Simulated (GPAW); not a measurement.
# Optical response of MoS2, part 2 of 2

Aim: the dielectric function of MoS2, and the optical constants that follow from it. The cell comes from an older database entry, whose edges can differ from later determinations, mostly by under a per cent.

GPAW 26.7.0; DFT, PBE, plane-wave PAW (GPAW data sets), scalar-relativistic, RPA, optical limit.

So far. Step 2 (Ground state): There is a gap, 0.95 eV on this mesh (points off the mesh can give less), so no carriers' term is needed.

The database entry behind the starting cell differs from later determinations by our own check (about 0.3 % long), so it need not match the best structure at ambient conditions.

### 4. Dielectric function, RPA

Transitions between filled and empty bands, summed over the zone, give the optical response, so mesh, band count and broadening shape it.

The induced potential is part of this response.

This step: DFT, PBE, plane-wave PAW (GPAW data sets), scalar-relativistic, RPA, optical limit (GPAW 26.7.0).

File df.py:

```python
from gpaw.response.df import DielectricFunction

df = DielectricFunction('full.gpw', frequencies={'type': 'nonlinear', 'domega0': 0.03, 'omega2': 8},
                        ecut=50,
                        eta=0.12,
                        nbands=83,
                        txt='df.txt')
for direction in ['x', 'z']:
    df.get_dielectric_function(xc='RPA', direction=direction, filename=f'df_{direction}.csv')
```

Command:

```sh
> OMP_NUM_THREADS=1 python df.py
```

Numbers of over 12 decimals in the logs are rounded to 6 here.

The program printed:

```text
Using integrator: PointIntegrator
NonLinearFrequencyDescriptor(from 0.000 to 91.912 eV, 533 points)
Nonperiodic BCs:  [False False False]
Using integrator: PointIntegrator
NonLinearFrequencyDescriptor(from 0.000 to 91.912 eV, 533 points)
Nonperiodic BCs:  [False False False]

Calculating chi0 body with:
    Ground state adapter containing:
    Number of spins: 1
    Number of kpoints: 432
    Number of irreducible kpoints: 50
    Number of completely occupied states: 26
    Number of partially occupied states: 26

    Linear response parametrization:
    q_c: [0.0, 0.0, 0.0]
    Number of frequency points: 533
    Planewave cutoff: 50.0
    Number of bands: 83
    Number of planewaves: 81
    Broadening (eta): 0.12

Integrating chi0 body.

Symmetries of q_c:
    Direct symmetries (Uq -> q): 12
    Indirect symmetries (TUq -> q): 0
In total 12 allowed symmetries.

50 groups of equivalent kpoints. 88.425926% reduction.

Integral kind: spectral function

Calculating chi0 optical extensions with:
    Ground state adapter containing:
    Number of spins: 1
    Number of kpoints: 432
    Number of irreducible kpoints: 50
    Number of completely occupied states: 26
    Number of partially occupied states: 26

    Linear response parametrization:
    Number of frequency points: 533
    Planewave cutoff: 50.0
    Number of bands: 83
    Number of planewaves: 81
    Broadening (eta): 0.12
Integrating chi0 head and wings.

Symmetries of q_c:
    Direct symmetries (Uq -> q): 12
    Indirect symmetries (TUq -> q): 0
In total 12 allowed symmetries.

50 groups of equivalent kpoints. 88.425926% reduction.

Integral kind: spectral function wings
```

It took 79 s on 1 thread of Arm Neoverse V1, shared host; peak memory 0.42 GiB.

Numbers from this step:

| Property | Result |
| --- | --- |
| electronic dielectric constant ε∞, mean over x, y and z (by symmetry where fewer were run) | 11.14 |
| main peak of Im epsilon, first axis | 2.961 eV |

The Im ε has structure finer than the step of the table below, so its rows give means over 0.5 eV, whole bins alone (the curve runs from 0 to 14.0 eV). Peaks (eV: height): E ∥ x 2.98: 22.6; E ∥ z 2.47: 4.83, 7.61: 4.48, 9.62: 7.46.

Values under the direct gap are tails of Lorentzian lines. Im ε against photon energy; means over each step:

| photon energy (eV) | E ∥ x | E ∥ z |
| --- | --- | --- |
| 0.5 | 0.159 | 0.0307 |
| 1.0 | 0.427 | 0.0741 |
| 1.5 | 1.80 | 0.168 |
| 2.0 | 6.09 | 0.657 |
| 2.5 | 15.5 | 4.02 |
| 3.0 | 21.4 | 3.78 |
| 3.5 | 14.4 | 2.98 |
| 4.0 | 14.2 | 2.98 |
| 4.5 | 12.4 | 2.53 |
| 5.0 | 10.0 | 2.34 |
| 5.5 | 8.97 | 2.48 |
| 6.0 | 6.62 | 2.74 |
| 6.5 | 5.51 | 2.65 |
| 7.0 | 4.56 | 3.17 |
| 7.5 | 3.68 | 3.99 |
| 8.0 | 2.61 | 3.51 |
| 8.5 | 1.93 | 3.01 |
| 9.0 | 2.51 | 4.16 |
| 9.5 | 3.09 | 6.90 |
| 10.0 | 3.88 | 7.00 |
| 10.5 | 4.01 | 6.41 |
| 11.0 | 3.93 | 5.62 |
| 11.5 | 3.39 | 5.57 |
| 12.0 | 2.82 | 4.51 |
| 12.5 | 2.38 | 3.60 |
| 13.0 | 2.37 | 2.88 |
| 13.5 | 1.85 | 1.90 |

Re ε against photon energy:

| photon energy (eV) | E ∥ x | E ∥ z |
| --- | --- | --- |
| 0.0 | 13.8 | 5.90 |
| 0.5 | 14.1 | 5.96 |
| 1.0 | 15.2 | 6.16 |
| 1.5 | 18.0 | 6.61 |
| 2.0 | 21.9 | 7.74 |
| 2.5 | 20.5 | 7.38 |
| 3.0 | 8.36 | 5.04 |
| 3.5 | 3.68 | 4.06 |
| 4.0 | 3.91 | 4.18 |
| 4.5 | -0.825 | 3.98 |
| 5.0 | -1.73 | 4.26 |
| 5.5 | -2.26 | 4.34 |
| 6.0 | -2.43 | 4.56 |
| 6.5 | -2.01 | 4.35 |
| 7.0 | -1.69 | 4.92 |
| 7.5 | -1.59 | 4.70 |
| 8.0 | -1.68 | 3.25 |
| 8.5 | -0.0660 | 4.14 |
| 9.0 | 0.911 | 5.52 |
| 9.5 | 1.16 | 4.51 |
| 10.0 | 0.716 | 2.47 |
| 10.5 | 0.303 | 0.377 |
| 11.0 | -0.241 | 0.443 |
| 11.5 | -1.46 | -0.320 |
| 12.0 | -0.886 | -1.54 |
| 12.5 | -0.984 | -1.37 |
| 13.0 | -0.902 | -1.35 |
| 13.5 | -0.930 | -0.858 |

Values under the direct gap are tails of Lorentzian lines. Table of Im ε, E ∥ x by photon energy; read off at these points:

| photon energy (eV) | without local fields | with local fields |
| --- | --- | --- |
| 0.000 | 0 | 0 |
| 0.250 | 0.0817 | 0.0733 |
| 0.500 | 0.174 | 0.155 |
| 0.750 | 0.290 | 0.259 |
| 1.000 | 0.463 | 0.408 |
| 1.250 | 0.779 | 0.677 |
| 1.500 | 1.75 | 1.48 |
| 1.750 | 4.28 | 3.58 |
| 2.000 | 6.86 | 5.36 |
| 2.250 | 12.5 | 10.1 |
| 2.500 | 19.5 | 16.0 |
| 2.750 | 22.8 | 21.6 |
| 3.000 | 20.7 | 22.4 |
| 3.250 | 16.0 | 17.7 |
| 3.500 | 12.6 | 13.6 |
| 3.750 | 13.0 | 13.4 |
| 4.000 | 14.7 | 14.7 |
| 4.068 | 15.3 | 15.2 |
| 4.250 | 14.4 | 14.0 |
| 4.500 | 12.8 | 12.2 |
| 4.750 | 11.9 | 11.3 |
| 5.000 | 10.3 | 9.50 |
| 5.250 | 10.9 | 9.79 |
| 5.500 | 10.1 | 9.18 |
| 5.750 | 8.28 | 7.47 |
| 6.000 | 7.29 | 6.59 |
| 6.250 | 6.12 | 5.87 |
| 6.500 | 5.71 | 5.67 |
| 6.750 | 4.97 | 4.95 |
| 7.000 | 4.53 | 4.43 |
| 7.250 | 4.27 | 4.15 |
| 7.500 | 3.70 | 3.63 |
| 7.750 | 3.39 | 3.39 |
| 8.000 | 2.51 | 2.51 |
| 8.250 | 1.99 | 2.00 |
| 8.500 | 1.85 | 1.84 |
| 8.750 | 2.17 | 2.10 |
| 9.000 | 2.55 | 2.38 |
| 9.250 | 3.51 | 3.13 |
| 9.500 | 3.29 | 2.82 |
| 9.750 | 4.46 | 3.71 |
| 10.000 | 4.74 | 3.86 |
| 10.250 | 4.93 | 3.85 |
| 10.500 | 5.23 | 4.06 |
| 10.591 | 5.32 | 4.17 |
| 10.750 | 4.92 | 3.93 |
| 11.000 | 5.14 | 3.87 |
| 11.250 | 5.14 | 4.10 |
| 11.500 | 3.97 | 3.35 |
| 11.750 | 3.45 | 2.76 |
| 12.000 | 3.51 | 2.87 |
| 12.250 | 3.19 | 2.66 |
| 12.500 | 2.86 | 2.31 |
| 12.750 | 2.96 | 2.33 |
| 13.000 | 2.99 | 2.45 |
| 13.250 | 2.59 | 2.19 |
| 13.500 | 2.23 | 1.75 |
| 13.750 | 2.42 | 1.81 |

The refractive index n and extinction k by photon energy:

| photon energy (eV) | n, E ∥ x | k, E ∥ x | n, E ∥ z | k, E ∥ z |
| --- | --- | --- | --- | --- |
| 0.0 | 3.71 | 0 | 2.43 | 0 |
| 0.5 | 3.75 | 0.0207 | 2.44 | 0.00618 |
| 1.0 | 3.89 | 0.0524 | 2.48 | 0.0146 |
| 1.5 | 4.25 | 0.174 | 2.57 | 0.0311 |
| 2.0 | 4.71 | 0.568 | 2.78 | 0.0949 |
| 2.5 | 4.82 | 1.65 | 2.84 | 0.837 |
| 3.0 | 4.02 | 2.79 | 2.36 | 0.719 |
| 3.5 | 2.98 | 2.28 | 2.12 | 0.665 |
| 4.0 | 3.09 | 2.38 | 2.18 | 0.760 |
| 4.5 | 2.39 | 2.55 | 2.09 | 0.621 |
| 5.0 | 1.99 | 2.39 | 2.13 | 0.529 |
| 5.5 | 1.90 | 2.42 | 2.16 | 0.588 |
| 6.0 | 1.52 | 2.17 | 2.23 | 0.647 |
| 6.5 | 1.42 | 2.00 | 2.16 | 0.577 |
| 7.0 | 1.23 | 1.79 | 2.32 | 0.669 |
| 7.5 | 1.09 | 1.67 | 2.33 | 0.860 |
| 8.0 | 0.818 | 1.53 | 1.98 | 0.815 |
| 8.5 | 0.942 | 0.977 | 2.14 | 0.665 |
| 9.0 | 1.32 | 0.905 | 2.49 | 0.826 |
| 9.5 | 1.45 | 0.973 | 2.54 | 1.39 |
| 10.0 | 1.52 | 1.27 | 2.24 | 1.59 |
| 10.5 | 1.48 | 1.37 | 1.87 | 1.77 |
| 11.0 | 1.35 | 1.43 | 1.75 | 1.62 |
| 11.5 | 1.05 | 1.60 | 1.60 | 1.70 |
| 12.0 | 1.03 | 1.39 | 1.27 | 1.77 |
| 12.5 | 0.875 | 1.32 | 1.13 | 1.62 |
| 13.0 | 0.924 | 1.32 | 0.985 | 1.52 |
| 13.5 | 0.725 | 1.21 | 0.770 | 1.20 |

The loss function −Im 1/ε at q → 0 has structure finer than the step of the table below, so its rows give means over 0.5 eV, whole bins alone (the curve runs from 0 to 14.0 eV). Peaks (eV: height): E ∥ x 8.52: 0.544; E ∥ z 7.97: 0.160.

Values under the direct gap are tails of Lorentzian lines. Table of loss function −Im 1/ε at q → 0 by energy loss; means over each step:

| energy loss (eV) | E ∥ x | E ∥ z |
| --- | --- | --- |
| 0.5 | 7.9e-4 | 8.6e-4 |
| 1.0 | 0.00181 | 0.00193 |
| 1.5 | 0.00530 | 0.00376 |
| 2.0 | 0.0121 | 0.00992 |
| 2.5 | 0.0229 | 0.0546 |
| 3.0 | 0.0403 | 0.0957 |
| 3.5 | 0.0661 | 0.106 |
| 4.0 | 0.0668 | 0.108 |
| 4.5 | 0.0809 | 0.111 |
| 5.0 | 0.0989 | 0.0980 |
| 5.5 | 0.105 | 0.0989 |
| 6.0 | 0.133 | 0.101 |
| 6.5 | 0.158 | 0.101 |
| 7.0 | 0.187 | 0.0973 |
| 7.5 | 0.224 | 0.114 |
| 8.0 | 0.301 | 0.144 |
| 8.5 | 0.495 | 0.115 |
| 9.0 | 0.358 | 0.0864 |
| 9.5 | 0.290 | 0.100 |
| 10.0 | 0.248 | 0.128 |
| 10.5 | 0.248 | 0.156 |
| 11.0 | 0.253 | 0.177 |
| 11.5 | 0.263 | 0.178 |
| 12.0 | 0.318 | 0.201 |
| 12.5 | 0.363 | 0.243 |
| 13.0 | 0.366 | 0.274 |
| 13.5 | 0.433 | 0.427 |

From ε follow the optical constants at some laser and lamp lines:

| wavelength (nm) | n x | k x | R (%) x | 1/α x | n z | k z | R (%) z | 1/α z |
| --- | --- | --- | --- | --- | --- | --- | --- | --- |
| 1550 | 3.82 | 0.037 | 34.3 | 3.3 µm | 2.46 | 0.011 | 17.8 | 11 µm |
| 633 | 4.64 | 0.488 | 42.1 | 103 nm | 2.76 | 0.083 | 21.9 | 605 nm |
| 532 | 4.84 | 1.178 | 45.4 | 36 nm | 3.10 | 0.434 | 27.0 | 97 nm |
| 405 | 3.81 | 2.850 | 51.2 | 11 nm | 2.38 | 0.723 | 20.4 | 45 nm |
| 365 | 2.94 | 2.464 | 45.5 | 12 nm | 2.18 | 0.771 | 18.6 | 38 nm |
| 308 | 3.08 | 2.434 | 45.4 | 10 nm | 2.15 | 0.755 | 18.0 | 32 nm |
| 248 | 1.99 | 2.386 | 45.6 | 8.3 nm | 2.13 | 0.529 | 15.5 | 37 nm |

Below the direct gap, k and the depth come from the tails of the Lorentzian lines, not from transitions.

Rows near the edge hang on the gap, which this functional as a rule makes too small, and phonon-assisted absorption is left out.

### 5. Outcome

```json
{
 "electronic dielectric constant ε∞, mean over x, y and z (by symmetry where fewer were run) (RPA)": "11.1",
 "main peak of Im epsilon, first axis": "2.96 eV"
}
```

At this level (PBE, RPA) MoS2 has a mean ε∞ = 11.1 and n = 3.82 at 1550 nm (E ∥ x), and Im ε peaks at 3.0 eV (E ∥ x). On the mesh the gap is 0.88 eV and the least direct gap 1.64 eV, so on this mesh the band edges lie at different points. Local fields change the static value along x from 14.62 to 13.76 (-6 %). Distinct maxima of Im ε, read by a parabola through the highest points, lie at 2.96 eV (23), 4.07 eV (15) and 10.59 eV (4.2) for E ∥ x. The static values by axis are 13.76 (x), 5.90 (z). Excitons and phonon-assisted transitions are missing; PBE gaps are as a rule too small, which pulls the onset down and ε∞ up. The sum runs over mesh points, so small or evenly spaced maxima can still be ripples of the mesh. In this version of GPAW the matrix elements of the optical limit are incomplete, which can lower ε − 1 by up to a tenth where first-row anions or d states rule, and shift it by more in d metals.

[Machine, clock and banner lines and Python warnings are left out of the logs.]

[Logs are printed without paths, hosts, clocks, repeated set-up lines and the standing remarks that a program may print on its own settings, such as how far it seeks lower states.]

[Hosts, paths, dates, database ids (printed as entryN), source tags and the programs' standing remarks are cut or masked in the printed files.]
